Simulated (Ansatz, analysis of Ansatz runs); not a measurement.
# S on a Se site in ZnSe: local vibrational mode against experiment, part 2 of 2

Subject: S on a Se site in ZnSe. Wanted: its local vibrational mode, in one set-up (r2SCAN, 64-site cell, r2SCAN lattice, 500 eV, k: the single point 1/4 1/4 1/4). The model is a cell of 64 host atoms with 1 Se taken out and 1 S put in. The frequencies come from force constants among the defect atom and its neighbours, with the masses of the isotopes named. A meta-GGA costs about twice a GGA and mends lattice constants and part of the gap.

Ansatz 0.2.0; r2SCAN, 64-site cell, r2SCAN lattice, 500 eV, k: the single point 1/4 1/4 1/4.

So far: The starting structure; Relaxation, charge 0.

### 2. Relaxation, charge 0 (continued)

Level of this step: plane-wave PAW DFT, r2SCAN; relaxation of all atoms of a defect supercell (Ansatz).

Relaxation path:

```csv
step,energy less that of the first step (eV),largest force component (eV/Å)
1,0.0000,0.3266
2,-0.0938,0.1393
3,-0.1081,0.0088
4,-0.1081,0.0088
```

Forces are held to the 6 operations that the run works with; a distortion that breaks them can't arise in this run.

The atoms that moved most (Å):

```csv
atom,dx,dy,dz,length
Zn12,0.054,0.054,-0.054,0.093
Zn42,-0.052,-0.052,-0.054,0.091
Zn57,-0.052,0.054,0.052,0.091
Zn27,0.054,-0.052,0.052,0.091
Se46,-0.019,-0.019,0.005,0.027
Se31,-0.005,-0.019,0.019,0.027
Se61,-0.019,-0.005,0.019,0.027
Se38,-0.018,0.016,-0.002,0.024
```

Neighbours of S16 at the end:

```csv
atom,distance (Å)
Zn12,2.357
Zn57,2.364
Zn42,2.364
Zn27,2.364
Se6,3.981
Se7,3.981
Se13,3.981
Se38,3.982
Se23,3.982
Se29,3.982
Se14,3.982
Se15,3.982
Se45,3.982
Se46,3.983
Se31,3.983
Se61,3.983
```

This step gave:

| Item | Value |
| --- | --- |
| free energy | -277203.8348 eV |

The relaxation ends 1.7 meV an atom lower, with a largest force component of 0.0088 eV/Å.

### 3. Local vibrational modes

A local mode lives on the defect and the atoms next to it, so only the sites listed in the input are displaced, which costs far fewer SCF runs than the whole cell would.

This step: plane-wave PAW DFT, r2SCAN; finite-displacement force constants among the atoms nearest to a defect, the others at rest.

Input file modes/input.yaml:

```yaml
crystal:
  lattice:
    - [11.331713, 0.0, 0.0]
    - [0.0, 0.0, -11.331713]
    - [0.0, 11.331713, 0.0]
  atoms:
    - { symbol: Zn, position: [0.000173005, 0.000173005, 6.1242e-05] }
    - { symbol: Zn, position: [0.000793244, 0.25041039, 0.250793244] }
[... 9 atom lines left out ...]
    - { symbol: Zn, position: [0.254751244, 0.254751244, 0.504751244] }
[... 1 atom line left out ...]
    - { symbol: Se, position: [0.126409588, 0.375202676, 0.873378761] }
[... 1 atom line left out ...]
    - { symbol: S, position: [0.374842293, 0.374842293, 0.624842293] }
[... 6 atom lines left out ...]
    - { symbol: Se, position: [0.375202676, 0.623378761, 0.376409588] }
[... 3 atom lines left out ...]
    - { symbol: Zn, position: [0.254734629, 0.495445445, 0.745445445] }
[... 1 atom line left out ...]
    - { symbol: Se, position: [0.126409588, 0.623378761, 0.625202676] }
[... 1 atom line left out ...]
    - { symbol: Se, position: [0.37453238, 0.623359633, 0.873359633] }
[... 6 atom lines left out ...]
    - { symbol: Se, position: [0.623378761, 0.375202676, 0.376409588] }
[... 3 atom lines left out ...]
    - { symbol: Zn, position: [0.495445445, 0.254734629, 0.745445445] }
[... 3 atom lines left out ...]
    - { symbol: Se, position: [0.623359633, 0.37453238, 0.873359633] }
[... 10 atom lines left out ...]
    - { symbol: Zn, position: [0.495445445, 0.495445445, 0.504734629] }
[... 3 atom lines left out ...]
    - { symbol: Se, position: [0.623359633, 0.623359633, 0.62453238] }
[... 2 atom lines left out ...]
    - { symbol: Se, position: [0.87488611, 0.87488611, 0.624893953] }
basis:
  ecutwfc: 500
  xc_grid: 2
hamiltonian:
  xc: r2scan
kpoints:
  mp_grid: { grid: [1, 1, 1], shift: [0.25, 0.25, 0.25] }
scf:
  occupations: { method: fermi_dirac, width: 0.01 }
  max_iter: 120
output: {}
checkpoint:
  read: "../relax.run"
phonons:
  supercell: [1, 1, 1]
  displaced_sites: [11, 15, 26, 41, 56]
```

Run with:

```
$ ansatz run input.yaml --threads 4 --pin off --max-ram 7536MiB --backend cpu --events-out ev --progress --plain --runs-dir out
```

Numbers of over 12 decimals in the logs are rounded to 6 here.

Log:

```text
[...]
Warning: basis.xc_grid 2: finite-displacement phonons take 5 at the least, and a number is run as typed, so the frequencies can be off [figures from the program's tests cut]
[...]
Crystal: 64 atoms, lattice volume = 1455.079 Å³
Basis set: ecut = 500 eV, 37073 PW (Γ), exchange–correlation on 180×180×180 points (8 copies of the dense FFT grid, shifted against one another)
Bands: 532, of which v1, the nominal top of the filled ones, is band 443 counted from 1 (442 counted from 0)
Symmetry: 6 space group operations
k-points: 1
[...]
SCF iter   5: F=-277203.834812 eV  HF=-277203.834812 eV  |F-HF|=5.82e-11  |Δ(HF+E_count)|=  2.33e-10  Δρ=3.45e-8  dr2=1.44e-11  dr2_τ=5.74e-11  ethr=1.00e-12  ⟨swp⟩=4.0  Hψ=1683  notcnv=0
SCF 1 converged in 5 iterations: F = -277203.834812 eV  dr2 = 1.44e-11
[...]
SCF 2 converged in 2 iterations: F = -277203.834812 eV  dr2 = 4.18e-12
[...]
symmetry images taken by strict's conditions (phonons.symmetry_images: auto; settled by no image being taken that strict refuses)
  force constants formed among 5 of 64 sites (Zn 11, S 15, Zn 26, Zn 41, Zn 56); the other 59 at rest. The modes move the named sites alone.
  the frequencies, the zero-point energy and the sums are of the block with the acoustic sum rule laid on its rows. Row sums over every site: 2.0e-2 eV/Å² at the most
  transpose residual: 5.0e-5 eV/Å²
  largest component of a force at the reference: 7.7e-3 eV/Å on a named site, 8.8e-3 eV/Å on a site at rest
  frequencies among the named sites at Γ of the cell (cm⁻¹): 109.76 110.34 110.34 151.33 152.14 152.14 157.44 157.44 158.97 160.62 160.62 187.66 287.99 287.99 288.44
  unstable modes among the named sites: 0
  frequencies as built, with no sum rule (cm⁻¹): 109.97 110.50 110.50 151.41 152.24 152.24 157.52 157.52 159.06 160.71 160.71 187.71 288.23 288.23 288.71
  zero-point energy: 0.163239 eV/cell   skipped modes (ω ≤ 0): 0
  not written: the harmonic force-constant file, the file of eigenvectors (these modes' are written with the force constants), the density of states and the dispersion, which are of every site
[key lines of the parts left out:]
SCF converged after 2 iterations
Free energy (F): -277203.834812 eV
Fermi energy:    7.718892 eV
```

Elapsed: 7.6 min, on 4 threads of Intel Xeon Platinum 8259CL at 2.50GHz (Skylake/Cascade Lake), shared host; peak memory 5.4 GiB; 30 min of CPU time.

Numbers from this step:

```
free energy : -277203.8348 eV
```

The modes with the largest weight on the probed atoms (the light atom of a pair), for the masses of each isotope. Modes of the displaced atoms (local only where they lie over the host's phonons):

```csv
isotopes,mode (cm⁻¹),share of the defect atoms
n,288.4,0.851
n,288,0.861
n,288,0.861
```

### 4. Outcome

- distance from the defect atom to its nearest neighbour: 2.357 Å
- threefold local mode of S: 288 cm⁻¹
- time of the whole chain: 11 min on 4 threads

Threefold local mode of S: computed 288 cm⁻¹, measured 297 cm⁻¹; 9 cm⁻¹ (3 %) below the measurement. Only the named neighbours move, so modes near the host's band are approximate.

[Logs are printed without paths, hosts, clocks, repeated set-up lines and the standing remarks that a program may print on its own settings, such as how far it seeks lower states.]

[Hosts, paths, dates, database ids (printed as entryN), source tags and the programs' standing remarks are cut or masked in the printed files.]

[For some hosts the program warned that the k-mesh of the response run may be too coarse for force constants and the static dielectric constant; such warnings are not shown here.]
